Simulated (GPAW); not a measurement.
## Mo2NCl2 MXene monolayer in an electric field

Wanted: the out-of-plane polarisability of Mo2NCl2 MXene monolayer.

Program: GPAW 26.7.0. Level of theory: GPAW, PAW setups; layer in a repeated cell with vacuum, relaxation of atoms and in-plane cell, in the first sound run; inputs show where later runs differ. Results are calculated unless marked as measured.

### 1. Set-up

The cell holds 5 atoms: 2 Cl, 2 Mo and 1 N. Cell: a = 2.953 Å, b = 2.953 Å, c = 21.726 Å, α = 90.0°, β = 90.0°, γ = 120.0°. Vacuum lies along c.

### 2. Relaxation

The atoms are relaxed first, since the surface dipole, and with it the work function, follows the positions of the outer layers.

File run.py:

```python
import json
import numpy as np
from ase import Atoms
from ase.filters import FrechetCellFilter
from ase.optimize import BFGS
from gpaw import GPAW, PW

slab = Atoms(
    ['Cl', 'Mo', 'N', 'Mo', 'Cl'],
    positions=[
        [-0.00000, 1.70505, 8.00000],
        [1.47662, 0.85253, 9.69754],
        [0.00000, 0.00000, 10.86281],
        [-0.00000, 1.70505, 12.02807],
        [1.47662, 0.85253, 13.72561]],
    cell=[[2.95324, 0.0, 0.0], [-1.47662, 2.55758, 0.0], [0.0, 0.0, 21.7256]],
    pbc=[True, True, True])

slab.calc = GPAW(mode=PW(600), xc='PBE', kpts={'size': (12, 12, 1), 'gamma': True},
                 occupations={'name': 'fermi-dirac', 'width': 0.05}, nbands='160%',
                 convergence={'density': 1e-05}, maxiter=200,
                 symmetry={'tolerance': 1e-3}, txt='slab.txt')
result = {}
# The in-plane cell is free; stress needs a cell that repeats along all three vectors
path = []
opt = BFGS(FrechetCellFilter(slab, mask=[1, 1, 0, 0, 0, 1]), maxstep=0.2)
opt.attach(lambda: path.append((slab.get_potential_energy(), slab.positions.tolist(), slab.get_forces().tolist())))
result['relaxed'] = bool(opt.run(fmax=0.02, steps=45))
result['path'] = path
result['cell'] = slab.cell.tolist()
print('in-plane lattice', slab.cell.cellpar().round(4)[[0, 1, 5]])
energy = slab.get_potential_energy()
fermi = slab.calc.get_fermi_level()
v = slab.calc.get_electrostatic_potential().mean((0, 1)) - fermi
n = slab.calc.get_pseudo_density().mean((0, 1))
L = slab.cell[2, 2]
z = np.arange(len(v)) * L / len(v)
low, high = slab.positions[:, 2].min(), slab.positions[:, 2].max()
below, above = np.interp([low - 5.8, high + 5.8], z, v)
slopes = [np.interp(x, z, np.gradient(v, z)) for x in (low - 5.8, high + 5.8)]
eps = np.array([[slab.calc.get_eigenvalues(k, s) for k in range(len(slab.calc.get_ibz_k_points()))]
                for s in range(slab.calc.get_number_of_spins())]) - fermi
top, bottom = eps[eps < 0].max(), eps[eps > 0].min()
dipole = slab.get_dipole_moment()[2]
print(f'energy {energy:.4f} eV, Fermi level {fermi:.4f} eV, dipole {dipole:.5f} e A')
print(f'potential 5.8 A off the faces, from the Fermi level: lower {below:.4f} eV, upper {above:.4f} eV')
print(f'slope of the potential there: lower {slopes[0]:.5f}, upper {slopes[1]:.5f} eV/A')
print(f'nearest levels on the mesh: {top:.4f} and {bottom:.4f} eV')
print('magnetic moment', round(slab.get_magnetic_moment(), 3))
result.update(energy=energy, fermi=fermi, dipole=dipole, below=below, above=above, slopes=slopes, edges=[top, bottom],
              z=z.tolist(), v=v.tolist(), n=n.tolist(), positions=slab.positions.tolist(),
              forces=slab.get_forces(apply_constraint=False).tolist(), moments=slab.get_magnetic_moments().tolist())
json.dump(result, open('result.json', 'w'))
```

The run is started by

```console
> OMP_NUM_THREADS=1 OPENBLAS_NUM_THREADS=1 python run.py
```

The log of the run:

```text
Step          Energy          fmax
BFGS:    0      -34.619409        2.255366
BFGS:    1      -34.953677        1.864599
BFGS:    2      -35.615076        0.708763
BFGS:    3      -35.655614        0.433687
BFGS:    4      -35.669460        0.419680
BFGS:    5      -35.684787        0.461288
BFGS:    6      -35.694762        0.387714
BFGS:    7      -35.697803        0.402207
BFGS:    8      -35.698805        0.437837
BFGS:    9      -35.699988        0.340066
BFGS:   10      -35.699170        0.116028
BFGS:   11      -35.703742        0.048776
BFGS:   12      -35.706316        0.003350
in-plane lattice [  2.9714   2.9714 120.    ]
energy -35.6907 eV, Fermi level 2.1638 eV, dipole 0.00024 e A
potential 5.8 A off the faces, from the Fermi level: lower 4.3056 eV, upper 4.3048 eV
slope of the potential there: lower 0.00006, upper 0.00037 eV/A
nearest levels on the mesh: -0.0649 and 0.0089 eV
magnetic moment 0.0
```

Wall time 18 min (1 thread of Arm Neoverse V2, shared host); peak memory 0.42 GiB.

This run has no spin polarisation, although Mo can carry a moment.

Numbers from this step:

- dipole along the normal: 2.38e-4 e·Å
- levels nearest the Fermi level on the mesh: -0.06491, 0.008947 eV from the Fermi level

The electrostatic potential energy of an electron (without an applied field's), less the Fermi level, planar mean oscillates, so the rows of the table below give means over windows of 2 Å about each position, cut where the curve ends. Its maxima inside the range that stand out by 2 % of the span (Å: eV): 8.4: -4.21, 10.4: -6.59, 11.3: -6.59, 13.3: -4.22. Its minima: 7.6: -22.9, 9.5: -26.7, 10.9: -13.8, 12.3: -26.7, 14.1: -22.9.

Table of electrostatic potential energy of an electron (without an applied field's), less the Fermi level, planar mean by z; means over each step:

z (Å), electrostatic potential energy of an electron (without an applied field's), less the Fermi level, planar mean (eV) and a bar from the least value:
```
     1.00        4.3 ##############################
     3.00        4.3 ##############################
     5.00        4.3 ##############################
     7.00       -6.1 #############
     9.00      -14.5 
    11.00      -10.6 ######
    13.00      -14.5 
    15.00       -3.1 ##################
    17.00        4.3 ##############################
    19.00        4.3 ##############################
    21.00        4.3 ##############################
```

The pseudo valence density, planar mean oscillates, so the rows of the table below give means over windows of 1.48 Å about each position, cut where the curve ends. Its maxima inside the range that stand out by 2 % of the span (Å: e/Å³): 8.0: 0.643, 9.6: 1.81, 10.9: 0.744, 12.2: 1.81, 13.7: 0.643. Its minima: 8.5: 0.391, 10.3: 0.548, 11.5: 0.548, 13.2: 0.391.

The pseudo valence density, planar mean by z; means over each step:

```tsv
z (Å)	pseudo valence density, planar mean (e/Å³)
3.70	2.1e-5
5.18	0.00203
6.66	0.209
8.14	0.531
9.62	1.10
11.10	0.678
12.58	1.03
14.06	0.541
15.54	0.0612
17.02	4.5e-4
18.50	5.3e-6
```

The relaxation lowered the energy of the cell by 1.09 eV (energies extrapolated to zero smearing; the optimiser's log prints free energies). The largest force left on a free atom is 0.0033 eV/Å.

### 3. Plane waves, PBE

The work function is the vacuum plateau of the electrostatic potential less the Fermi level; a dipole layer lets the two faces have plateaus of their own.

This step: GPAW, PAW setups; slab in vacuum (GPAW 26.7.0).

The cell differs from the one that the last finished run ended in (c 21.726 → 22.405 Å).

run.py: that of step 2 with these lines changed.

```diff
@@ -3,4 +3,2 @@
 from ase import Atoms
-from ase.filters import FrechetCellFilter
-from ase.optimize import BFGS
 from gpaw import GPAW, PW
@@ -10,23 +8,16 @@
     positions=[
-        [-0.00000, 1.70505, 8.00000],
-        [1.47662, 0.85253, 9.69754],
-        [0.00000, 0.00000, 10.86281],
-        [-0.00000, 1.70505, 12.02807],
-        [1.47662, 0.85253, 13.72561]],
-    cell=[[2.95324, 0.0, 0.0], [-1.47662, 2.55758, 0.0], [0.0, 0.0, 21.7256]],
-    pbc=[True, True, True])
+        [0.00000, 1.71554, 8.00000],
+        [1.48571, 0.85778, 9.82797],
+        [0.00000, 0.00000, 11.20270],
+        [-0.00000, 1.71554, 12.57741],
+        [1.48571, 0.85778, 14.40538]],
+    cell=[[2.97142, 0.0, 0.0], [-1.48571, 2.57332, 0.0], [0.0, 0.0, 22.4054]],
+    pbc=[True, True, False])
 
-slab.calc = GPAW(mode=PW(600), xc='PBE', kpts={'size': (12, 12, 1), 'gamma': True},
+slab.calc = GPAW(mode=PW(500), xc='PBE', kpts={'size': (12, 12, 1), 'gamma': True},
                  occupations={'name': 'fermi-dirac', 'width': 0.05}, nbands='160%',
                  convergence={'density': 1e-05}, maxiter=200,
+                 poissonsolver={'dipolelayer': 'xy'},
                  symmetry={'tolerance': 1e-3}, txt='slab.txt')
 result = {}
-# The in-plane cell is free; stress needs a cell that repeats along all three vectors
-path = []
-opt = BFGS(FrechetCellFilter(slab, mask=[1, 1, 0, 0, 0, 1]), maxstep=0.2)
-opt.attach(lambda: path.append((slab.get_potential_energy(), slab.positions.tolist(), slab.get_forces().tolist())))
-result['relaxed'] = bool(opt.run(fmax=0.02, steps=45))
-result['path'] = path
-result['cell'] = slab.cell.tolist()
-print('in-plane lattice', slab.cell.cellpar().round(4)[[0, 1, 5]])
 energy = slab.get_potential_energy()
```

The log of the run:

```text
energy -35.2438 eV, Fermi level 1.9682 eV, dipole -0.00022 e A
potential 5.8 A off the faces, from the Fermi level: lower 4.3044 eV, upper 4.3115 eV
slope of the potential there: lower -0.00002, upper 0.00002 eV/A
nearest levels on the mesh: -0.0656 and 0.0094 eV
magnetic moment 0.0
```

The job ended after 48 s (1 thread; peak memory 0.25 GiB).

Numbers from this step:

| Quantity | Value |
| --- | --- |
| dipole along the normal | -2.24e-4 e·Å |
| levels nearest the Fermi level on the mesh | -0.06557, 0.009404 eV from the Fermi level |
| upper work function | 4.311 eV |
| lower work function | 4.304 eV |

Electrostatic potential energy of an electron (without an applied field's), less the Fermi level, planar mean against z:

```tsv
z (Å)	electrostatic potential energy of an electron (without an applied field's), less the Fermi level, planar mean (eV)
0.0	4.31
0.5	4.30
1.0	4.30
1.5	4.30
2.0	4.30
2.5	4.30
3.0	4.30
3.5	4.30
4.0	4.30
4.5	4.30
5.0	4.30
5.5	4.29
6.0	4.23
6.5	3.94
7.0	2.38
7.5	-5.95
8.0	-22.7
8.5	-7.77
9.0	-5.73
9.5	-19.7
10.0	-24.4
10.5	-9.07
11.0	-10.4
11.5	-8.28
12.0	-11.4
12.5	-26.1
13.0	-16.4
13.5	-4.69
14.0	-10.6
14.5	-21.5
15.0	-3.28
15.5	2.91
16.0	4.04
16.5	4.26
17.0	4.30
17.5	4.31
18.0	4.31
18.5	4.31
19.0	4.31
19.5	4.31
20.0	4.31
20.5	4.31
21.0	4.31
21.5	4.31
22.0	4.31
```

The pseudo valence density, planar mean oscillates, so the rows of the table below give means over windows of 1 Å about each position, cut where the curve ends. Its maxima inside the range that stand out by 2 % of the span (Å: e/Å³): 8.2: 0.640, 9.9: 1.81, 11.2: 0.744, 12.5: 1.81, 14.2: 0.640. Its minima: 9.0: 0.386, 10.6: 0.552, 11.8: 0.552, 13.4: 0.386.

Pseudo valence density, planar mean against z; means over each step:

```tsv
z (Å)	pseudo valence density, planar mean (e/Å³)
4	1.3e-5
5	2.6e-4
6	0.00666
7	0.175
8	0.587
9	0.557
10	1.29
11	0.668
12	0.895
13	1.01
14	0.549
15	0.382
16	0.0261
17	9.4e-4
18	4.3e-5
```

The potential is flat to 2.2e-5 eV/Å where it is read, so the vacuum is wide enough.

### 4. Field on

A uniform field along the normal polarises the slab; the atoms stay fixed, so this is the electronic response alone.

run.py: that of step 3 with these lines changed.

```diff
@@ -4,2 +4,3 @@
 from gpaw import GPAW, PW
+from gpaw.external import ConstantElectricField
 
@@ -20,2 +21,3 @@
                  poissonsolver={'dipolelayer': 'xy'},
+                 external=ConstantElectricField(-0.2, [0, 0, 1]),
                  symmetry={'tolerance': 1e-3}, txt='slab.txt')
```

The log of the run:

```text
energy -35.2508 eV, Fermi level 1.9667 eV, dipole -0.06963 e A
potential 5.8 A off the faces, from the Fermi level: lower 3.4865 eV, upper 5.1343 eV
slope of the potential there: lower -0.00003, upper 0.00000 eV/A
nearest levels on the mesh: -0.0655 and 0.0093 eV
magnetic moment 0.0
```

Wall time 3.4 min (1 thread); peak memory 0.52 GiB.

This step gave:

* dipole along the normal: -0.06963 e·Å
* levels nearest the Fermi level on the mesh: -0.06548, 0.009296 eV from the Fermi level
* potential below the slab, the applied field's own ramp left out: 3.486 eV from the Fermi level
* potential above the slab, the applied field's own ramp left out: 5.134 eV from the Fermi level

The electrostatic potential energy of an electron (without an applied field's), less the Fermi level, planar mean oscillates, so the rows of the table below give means over windows of 1.96 Å about each position, cut where the curve ends. Its maxima inside the range that stand out by 2 % of the span (Å: eV): 8.8: -4.67, 10.7: -6.62, 11.7: -6.43, 13.6: -3.73. Its minima: 8.0: -23.5, 9.8: -26.9, 11.2: -13.9, 12.6: -26.3, 14.4: -22.3.

Table of electrostatic potential energy of an electron (without an applied field's), less the Fermi level, planar mean by z; means over each step:

```tsv
z (Å)	electrostatic potential energy of an electron (without an applied field's), less the Fermi level, planar mean (eV)
0.98	3.57
2.94	3.49
4.90	3.48
6.86	-0.957
8.82	-14.3
10.78	-12.9
12.74	-14.5
14.70	-7.74
16.66	5.01
18.62	5.13
20.58	5.13
```

Force by atom:

```tsv
atom	x (eV/Å)	y (eV/Å)	z (eV/Å)	size
Cl1	0.0000	0.0000	0.0223	0.0223
Mo2	-0.0001	0.0000	-0.0621	0.0621
N3	0.0000	0.0000	0.0219	0.0219
Mo4	0.0001	0.0000	-0.0139	0.0139
Cl5	0.0000	0.0000	0.0316	0.0316
```

The dipole is now -0.0696 e Å, against -2.2e-4 in the run without a field.

### 5. In a field

run.py: that of step 4 with these lines changed.

```diff
@@ -21,3 +21,3 @@
                  poissonsolver={'dipolelayer': 'xy'},
-                 external=ConstantElectricField(-0.2, [0, 0, 1]),
+                 external=ConstantElectricField(-0.1, [0, 0, 1]),
                  symmetry={'tolerance': 1e-3}, txt='slab.txt')
```

The log of the run:

```text
energy -35.2456 eV, Fermi level 1.9679 eV, dipole -0.03481 e A
potential 5.8 A off the faces, from the Fermi level: lower 3.8966 eV, upper 4.7204 eV
slope of the potential there: lower -0.00002, upper 0.00001 eV/A
nearest levels on the mesh: -0.0655 and 0.0094 eV
magnetic moment 0.0
```

The job ended after 3.4 min (1 thread; peak memory 0.52 GiB).

Numbers from this step:

```yaml
dipole_along_the_normal: -0.03481 e·Å
levels_nearest_the_fermi_level_on_the_mesh: -0.06552, 0.009367 eV from the Fermi level
potential_below_the_slab_the_applied_field_s_own_ramp_left_out: 3.897 eV from the Fermi level
potential_above_the_slab_the_applied_field_s_own_ramp_left_out: 4.720 eV from the Fermi level
```

The electrostatic potential energy of an electron (without an applied field's), less the Fermi level, planar mean oscillates, so the rows of the table below give means over windows of 1.96 Å about each position, cut where the curve ends. Its maxima inside the range that stand out by 2 % of the span (Å: eV): 8.8: -4.44, 10.7: -6.57, 11.7: -6.48, 13.6: -3.97. Its minima: 8.0: -23.2, 9.8: -26.8, 11.2: -13.9, 12.6: -26.5, 14.4: -22.6.

Electrostatic potential energy of an electron (without an applied field's), less the Fermi level, planar mean against z; means over each step:

```tsv
z (Å)	electrostatic potential energy of an electron (without an applied field's), less the Fermi level, planar mean (eV)
0.98	3.94
2.94	3.90
4.90	3.89
6.86	-0.574
8.82	-14.1
10.78	-12.8
12.74	-14.7
14.70	-8.08
16.66	4.60
18.62	4.72
20.58	4.72
```

The dipole is now -0.0348 e Å, against -2.2e-4 in the run without a field.

### 6. Field on

run.py: that of step 5 with these lines changed.

```diff
@@ -21,3 +21,3 @@
                  poissonsolver={'dipolelayer': 'xy'},
-                 external=ConstantElectricField(-0.1, [0, 0, 1]),
+                 external=ConstantElectricField(-0.05, [0, 0, 1]),
                  symmetry={'tolerance': 1e-3}, txt='slab.txt')
```

The log of the run:

```text
energy -35.2443 eV, Fermi level 1.9682 eV, dipole -0.01740 e A
potential 5.8 A off the faces, from the Fermi level: lower 4.1020 eV, upper 4.5139 eV
slope of the potential there: lower -0.00002, upper 0.00001 eV/A
nearest levels on the mesh: -0.0655 and 0.0094 eV
magnetic moment 0.0
```

Elapsed: 3.8 min, on 1 thread; peak memory 0.52 GiB.

### 7. Field on

run.py: that of step 6 with these lines changed.

```diff
@@ -21,3 +21,3 @@
                  poissonsolver={'dipolelayer': 'xy'},
-                 external=ConstantElectricField(-0.05, [0, 0, 1]),
+                 external=ConstantElectricField(0.05, [0, 0, 1]),
                  symmetry={'tolerance': 1e-3}, txt='slab.txt')
```

The log of the run:

```text
energy -35.2443 eV, Fermi level 1.9682 eV, dipole 0.01740 e A
potential 5.8 A off the faces, from the Fermi level: lower 4.5139 eV, upper 4.1021 eV
slope of the potential there: lower -0.00001, upper 0.00002 eV/A
nearest levels on the mesh: -0.0655 and 0.0094 eV
magnetic moment 0.0
```

It took 3.8 min on 1 thread; peak memory 0.52 GiB.

### 8. In a field

run.py: that of step 7 with these lines changed.

```diff
@@ -21,3 +21,3 @@
                  poissonsolver={'dipolelayer': 'xy'},
-                 external=ConstantElectricField(0.05, [0, 0, 1]),
+                 external=ConstantElectricField(0.1, [0, 0, 1]),
                  symmetry={'tolerance': 1e-3}, txt='slab.txt')
```

The log of the run:

```text
energy -35.2456 eV, Fermi level 1.9679 eV, dipole 0.03481 e A
potential 5.8 A off the faces, from the Fermi level: lower 4.7204 eV, upper 3.8966 eV
slope of the potential there: lower -0.00001, upper 0.00002 eV/A
nearest levels on the mesh: -0.0655 and 0.0094 eV
magnetic moment 0.0
```

Elapsed: 3.4 min, on 1 thread; peak memory 0.52 GiB.

The electrostatic potential energy of an electron (without an applied field's), less the Fermi level, planar mean oscillates, so the rows of the table below give means over windows of 1.96 Å about each position, cut where the curve ends. Its maxima inside the range that stand out by 2 % of the span (Å: eV): 8.8: -3.97, 10.7: -6.48, 11.7: -6.57, 13.6: -4.44. Its minima: 8.0: -22.6, 9.8: -26.5, 11.2: -13.9, 12.6: -26.8, 14.4: -23.2.

The electrostatic potential energy of an electron (without an applied field's), less the Fermi level, planar mean by z; means over each step:

```tsv
z (Å)	electrostatic potential energy of an electron (without an applied field's), less the Fermi level, planar mean (eV)
0.98	4.68
2.94	4.72
4.90	4.71
6.86	0.193
8.82	-13.6
10.78	-12.7
12.74	-15.0
14.70	-8.74
16.66	3.78
18.62	3.90
20.58	3.90
```

The dipole is now 0.0348 e Å, against -2.2e-4 in the run without a field.

(Continued in part 2 of 2.)

[Logs are printed without paths, hosts, clocks, repeated set-up lines and the standing remarks that a program may print on its own settings, such as how far it seeks lower states.]

[Hosts, paths, dates, database ids (printed as entryN), source tags and the programs' standing remarks are cut or masked in the printed files.]
